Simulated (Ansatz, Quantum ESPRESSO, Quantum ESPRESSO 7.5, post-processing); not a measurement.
**Ballistic transmission: Ag(111) with three reversed steps (a thin twin lamella)**

How well does the junction conduct in the ballistic limit? It is: Ag(111) with three reversed steps (a thin twin lamella).

Method: plane-wave DFT, LDA, GBRV ultrasoft pseudopotentials (cross-check by Ansatz 0.2.0 with PAW datasets), in Quantum ESPRESSO 7.5.

This is a report of a sequence of runs, with most program output left out.

## (1) Starting point

The cell holds 21 atoms: 21 Ag. Its edges and angles: a = 2.934 Å, b = 2.934 Å, c = 50.316 Å, α = 90.0°, β = 90.0°, γ = 60.0°. It derives from Ag. Regions: left lead, 9 atoms (9 Ag); channel, 3 atoms (3 Ag); right lead, 9 atoms (9 Ag). The structure is stacked along c, and the current runs across the ab planes.

## (2) SCF with pw.x

One periodic cell holds a stretch of lead, the junction and more lead; the atoms stay as built.

File scf.in:

```
&control
  prefix = 'scf'
  outdir = './out'
  pseudo_dir = './pseudo'
  calculation = 'scf'
  tprnfor = .true.
/
&system
  ibrav = 0
  nat = 21
  ntyp = 1
  ecutwfc = 40
  ecutrho = 200
  occupations = 'smearing'
  smearing = 'mv'
  degauss = 0.01
/
&electrons
  conv_thr = 1e-07
  mixing_beta = 0.25
  electron_maxstep = 120
  mixing_mode = 'local-TF'
/
ATOMIC_SPECIES
  Ag  107.8682  ag_lda_v1.4.uspp.F.UPF
CELL_PARAMETERS angstrom
  2.93449314192417 0.00000000000000 0.00000000000000
  1.46724657096209 2.54134560813755 0.00000000000000
  0.00000000000000 0.00000000000000 50.31607595987590
ATOMIC_POSITIONS crystal
  Ag  0.000000000000 0.000000000000 0.000000000000
  Ag  0.333333333000 0.333333333000 0.047619047619
  Ag  0.666666667000 0.666666667000 0.095238095238
  Ag  0.000000000000 0.000000000000 0.142857142857
  Ag  0.333333333000 0.333333333000 0.190476190476
  Ag  0.666666667000 0.666666667000 0.238095238095
  Ag  0.000000000000 0.000000000000 0.285714285714
  Ag  0.333333333000 0.333333333000 0.333333333333
  Ag  0.666666667000 0.666666667000 0.380952380952
  Ag  0.333333333000 0.333333333000 0.428571428571
  Ag  0.000000000000 0.000000000000 0.476190476190
  Ag  0.666666667000 0.666666667000 0.523809523810
  Ag  0.000000000000 0.000000000000 0.571428571429
  Ag  0.333333333000 0.333333333000 0.619047619048
  Ag  0.666666667000 0.666666667000 0.666666666667
  Ag  0.000000000000 0.000000000000 0.714285714286
  Ag  0.333333333000 0.333333333000 0.761904761905
  Ag  0.666666667000 0.666666667000 0.809523809524
  Ag  0.000000000000 0.000000000000 0.857142857143
  Ag  0.333333333000 0.333333333000 0.904761904762
  Ag  0.666666667000 0.666666667000 0.952380952381
K_POINTS automatic
  9 9 1 0 0 0
```

Started as:

```
OMP_NUM_THREADS=1 mpirun -n 8 pw.x -nk 4 -in scf.in > scf.out
```

The job ended after 5.1 min (8 MPI ranks of Arm Neoverse N1, shared host; peak memory 2.4 GiB).

Read from the output:

| Quantity | Value |
| --- | --- |
| free energy | -84488.2287 eV |
| Fermi energy | 15.91 eV |

The program's own clock; routines nest. Time by routine:

```tsv
routine	wall time (s)	calls
PWSCF	305.6	1
electrons	292.3	1
c_bands	264.1	11
cegterg	256.2	33
h_psi	117.3	145
fftw	78.46	46538
vloc_psi	70.25	145
calbec	36.24	190
sum_band	25.97	11
cdiaghg	23.61	142
h_psi:calbec	23.32	145
add_vuspsi	22.98	145
s_psi	22.97	145
init_run	9.06	1
```

The run needed 11 iterations to bring the estimated error under 1e-07 Ry; the largest force on any atom, held or free, is 0.01 eV/Å.

## (3) The open system

prefixt takes both regions from one run: the lead from 0 to bdl, the scattering region from bdl to bds (units of alat). ikind = 1 puts the same lead on both sides. The program's T_tot counts both spins in a run without spin; the tables below give T per spin.

File cond.in:

```
&inputcond
  outdir = './out'
  prefixt = 'scf'
  tran_file = 'cond.dat'
  bdl = 2.4494897423
  bds = 17.1464281995
  ikind = 1
  ewind = 4.0
  epsproj = 1e-05
  nz1 = 7
  energy0 = 0.4
  denergy = -0.4
/
14
  0.00000000 0.00000000 0.01000000
  0.00000000 0.10000000 0.06000000
  0.00000000 0.20000000 0.06000000
  0.00000000 0.30000000 0.06000000
  0.00000000 0.40000000 0.06000000
  0.00000000 0.50000000 0.03000000
  0.10000000 0.20000000 0.06000000
  0.10000000 0.30000000 0.12000000
  0.10000000 0.40000000 0.12000000
  0.10000000 0.50000000 0.12000000
  0.20000000 0.40000000 0.06000000
  0.20000000 0.50000000 0.12000000
  0.20000000 0.60000000 0.06000000
  0.30000000 0.60000000 0.06000000
3
```

Started as:

```
OMP_NUM_THREADS=1 mpirun -n 8 pwcond.x -in cond.in > cond.out
```

The job ended after 1.8 min (8 MPI ranks; peak memory 0.61 GiB).

Read from the output:

| Quantity | Value |
| --- | --- |
| lead channels at the Fermi level, one spin | 0.87 |
| transmission at the Fermi level, one spin | 0.8653 |
| conductance | 0.8653 G₀ |

Per spin; mean over the k mesh across the current. Table of open channels, zone mean by energy, zero at the Fermi level:

```tsv
energy (eV)	open channels, zone mean
-0.400	0.85
0.000	0.87
0.400	0.87
```

Per spin; mean over the k mesh across the current. Transmission, zone mean against energy, zero at the Fermi level:

```tsv
energy (eV)	transmission, zone mean
-0.400	0.789
0.000	0.865
0.400	0.859
```

At 0.000 eV; k in fractions of b1, b2. Transmission by k point:

```tsv
k1	k2	weight	t	channels
0	0	0.01	0	0
0	0.1	0.06	1	1
0	0.2	0.06	1	1
0	0.3	0.06	1	1
0	0.4	0.06	1	1
0	0.5	0.03	0.9694	1
0.1	0.2	0.06	1	1
0.1	0.3	0.12	0.9999	1
0.1	0.4	0.12	0.9998	1
0.1	0.5	0.12	0.972	1
0.2	0.4	0.06	0.9994	1
0.2	0.5	0.12	0.9975	1
0.2	0.6	0.06	0	0
0.3	0.6	0.06	0	0
```

The program's own clock; routines nest. Time by routine:

```tsv
routine	wall time (s)	calls
PWCOND	105.5	1
scatter_forw	82.56	84
compbs	9.77	42
compbs_2	8.17	42
local	5.27	14
init	1.05	1
poten	0.13	1
```

At no point does T exceed the number of channels.

## (4) The open system, with ewind = 2.0 and epsproj = 0.001

How much does a setting matter? One run is repeated with a change.

cond.w.in, as its differences from the input of step 3:

```diff
@@ -3,3 +3,3 @@
   prefixt = 'scf'
-  tran_file = 'cond.dat'
+  tran_file = 'cond.w.dat'
   bdl = 2.4494897423
@@ -7,4 +7,4 @@
   ikind = 1
-  ewind = 4.0
-  epsproj = 1e-05
+  ewind = 2.0
+  epsproj = 0.001
   nz1 = 7
```

Started as:

```
OMP_NUM_THREADS=1 mpirun -n 8 pwcond.x -in cond.w.in > cond.w.out
```

Run time: 49 s. Hardware: 8 MPI ranks; peak memory 0.5 GiB.

The changed values were drawn from a wide range, not chosen for quality; the comparison shows what they did here together.

Beside the run it was changed from:

```tsv
quantity	this run	unchanged run	difference
transmission at the Fermi level, one spin	0.7433	0.8653	-0.12
lead channels at the Fermi level, one spin	0.75	0.87	-0.12
wall time (s)	49	106
```

Over all energies T moves by up to 0.12, at 0 eV.

The physical values in this table move by up to 14 %.

## (5) The open system, with ikind = 2

One more run, with a changed input.

cond.bad.in, as its differences from the input of step 3:

```diff
@@ -3,6 +3,6 @@
   prefixt = 'scf'
-  tran_file = 'cond.dat'
+  tran_file = 'cond.bad.dat'
   bdl = 2.4494897423
   bds = 17.1464281995
-  ikind = 1
+  ikind = 2
   ewind = 4.0
```

Started as:

```
OMP_NUM_THREADS=1 mpirun -n 8 pwcond.x -in cond.bad.in > cond.bad.out
```

The job ended after 1.6 s (8 MPI ranks; peak memory 0.09 GiB).

The program refused the input before any cycle.

The program's message: “Error in routine init_orbitals (1): Too big atomic spheres”

The change that led to it: inputcond.ikind = 2.

The message: “init_orbitals (1): Too big atomic spheres”. ikind = 2 asks for a second, right-hand lead, for which no boundary (bdr) or run was given; ikind = 1 fits one lead on both sides.

## (6) The same in Ansatz

As a check, the same structure is run in Ansatz.

Level of this step: plane-wave DFT, LDA, Ansatz PAW (Ansatz 0.2.0).

File input.yaml:

```yaml
crystal:
  lattice:
    - [2.9344931419, 0.0, 0.0]
    - [1.467246571, 2.5413456081, 0.0]
    - [0.0, 0.0, 50.3160759599]
  atoms:
    - { symbol: Ag, position: [0.0, 0.0, 0.0] }
    - { symbol: Ag, position: [0.333333333, 0.333333333, 0.0476190476] }
    - { symbol: Ag, position: [0.666666667, 0.666666667, 0.0952380952] }
    - { symbol: Ag, position: [0.0, 0.0, 0.1428571429] }
    - { symbol: Ag, position: [0.333333333, 0.333333333, 0.1904761905] }
    - { symbol: Ag, position: [0.666666667, 0.666666667, 0.2380952381] }
    - { symbol: Ag, position: [0.0, 0.0, 0.2857142857] }
    - { symbol: Ag, position: [0.333333333, 0.333333333, 0.3333333333] }
    - { symbol: Ag, position: [0.666666667, 0.666666667, 0.380952381] }
    - { symbol: Ag, position: [0.333333333, 0.333333333, 0.4285714286] }
    - { symbol: Ag, position: [0.0, 0.0, 0.4761904762] }
    - { symbol: Ag, position: [0.666666667, 0.666666667, 0.5238095238] }
    - { symbol: Ag, position: [0.0, 0.0, 0.5714285714] }
    - { symbol: Ag, position: [0.333333333, 0.333333333, 0.619047619] }
    - { symbol: Ag, position: [0.666666667, 0.666666667, 0.6666666667] }
    - { symbol: Ag, position: [0.0, 0.0, 0.7142857143] }
    - { symbol: Ag, position: [0.333333333, 0.333333333, 0.7619047619] }
    - { symbol: Ag, position: [0.666666667, 0.666666667, 0.8095238095] }
    - { symbol: Ag, position: [0.0, 0.0, 0.8571428571] }
    - { symbol: Ag, position: [0.333333333, 0.333333333, 0.9047619048] }
    - { symbol: Ag, position: [0.666666667, 0.666666667, 0.9523809524] }
kpoints:
  mp_grid: { grid: [9, 9, 1] }
hamiltonian:
  xc: lda
scf:
  occupations: { method: fermi_dirac, width: 0.1 }
  convergence: { dr2_threshold: 1.0e-08 }
output:
  transmission: { leads: [[0, 3]], e_range: [-0.4, 0.4], de: 0.4, kmesh: [10, 10] }
  write_potential: true
  write_density: true
  volumetric_format: npy
```

Started as:

```
ansatz run input.yaml --threads 8 --pin off --max-ram 16384MiB --backend cpu --events-out ev --progress --plain --runs-dir out
```

Wall time 29 s (8 threads); peak memory 3.1 GiB; 3.5 min of CPU time.

This step gave:

| Item | Value |
| --- | --- |
| free energy | -156619.9628 eV |
| energy at zero smearing | -156619.9082 eV |
| smearing term TS | 0.1090 eV |
| Fermi energy | 15.96 eV |
| symmetry operations | 12 |
| transmission at the Fermi level, one spin | 0.8671 |
| step of the lead's Hamiltonian over a period | 0.2 meV |

Per spin; mean over the k mesh across the current. Table of transmission, zone mean by energy, zero at the Fermi level:

```tsv
energy (eV)	transmission, zone mean
-0.400	0.834
0.000	0.867
0.400	0.800
```

Per spin; mean over the k mesh across the current. Table of open channels, zone mean by energy, zero at the Fermi level:

```tsv
energy (eV)	open channels, zone mean
-0.400	0.85
0.000	0.87
0.400	0.81
```

Ansatz finds T = 0.867 against pwcond's 0.865.

## (7) All levels side by side

All levels:

```tsv
step	T at the Fermi level (per spin)	conductance (G0)	r.m.s. T(E) from the first	CPU time of the step (s)	peak memory (GiB)
Ansatz	0.8671	-	0	212.9	3.142
pwcond	0.8653	0.8653	0.04312	847.8	0.61
pwcond, changed setting	0.7433	0.7433	0.09166	389.8	0.5
```

Per spin; mean over the k mesh across the current. Table of transmission, zone mean by energy, zero at the Fermi level:

```tsv
energy (eV)	Ansatz	pwcond	pwcond, changed setting
-0.400	0.834	0.789	0.754
0.000	0.867	0.865	0.743
0.400	0.800	0.859	0.859
```

## (8) The arithmetic

The Landauer sum over the mesh, Σ w T = 0.1200 × 1 + 0.1200 × 1 + 0.1200 × 0.997 + … = 0.8653.

G = 0.865 × 77.48 µS = 67 µS a cell. Times the area of 7.458 Å², the resistance-area product is A/G = 1.11 fΩ m², the leads' contact resistance included.

Free electrons at 1 an atom (3 atoms in 53.6 Å³) have k_F = 1.183 1/Å and offer A k_F²/4π = 0.83 channels per spin; the lead has 0.87 on this mesh.

## (9) What came out

| Quantity | Value |
| --- | --- |
| conductance from T at the Fermi level, a cell (G₀ = 2e²/h) | 0.865 G₀ |
| conductance per area | 899 S/μm² |
| lead channels per spin | 0.87 |
| the same conductance by Ansatz | 0.867 G₀ |

The junction conducts 0.865 G₀ a cell at the Fermi level (LDA, GBRV ultrasoft). At the Fermi level the junction passes 99 % of what the leads offer, nearly all. At the Fermi level pwcond and Ansatz differ by 0.21 %, a close match. The mean rests on 14 distinct points, the heaviest weighing 0.12, and the mesh was not tested, so even the second digit is unsure. Over -0.4 to 0.4 eV, T lies between 0.79 and 0.87 per spin. The geometry is as built, not relaxed, and the leads are short.

[Logs are printed without paths, hosts, clocks, repeated set-up lines and the standing remarks that a program may print on its own settings, such as how far it seeks lower states.]

[Hosts, paths, dates, database ids (printed as entryN), source tags and the programs' standing remarks are cut or masked in the printed files.]

[Maps of the electrostatic potential energy from Ansatz leave out the sawtooth potential of an applied field or a dipole correction, so their vacuum need not be flat; planar profiles and work functions include it.]
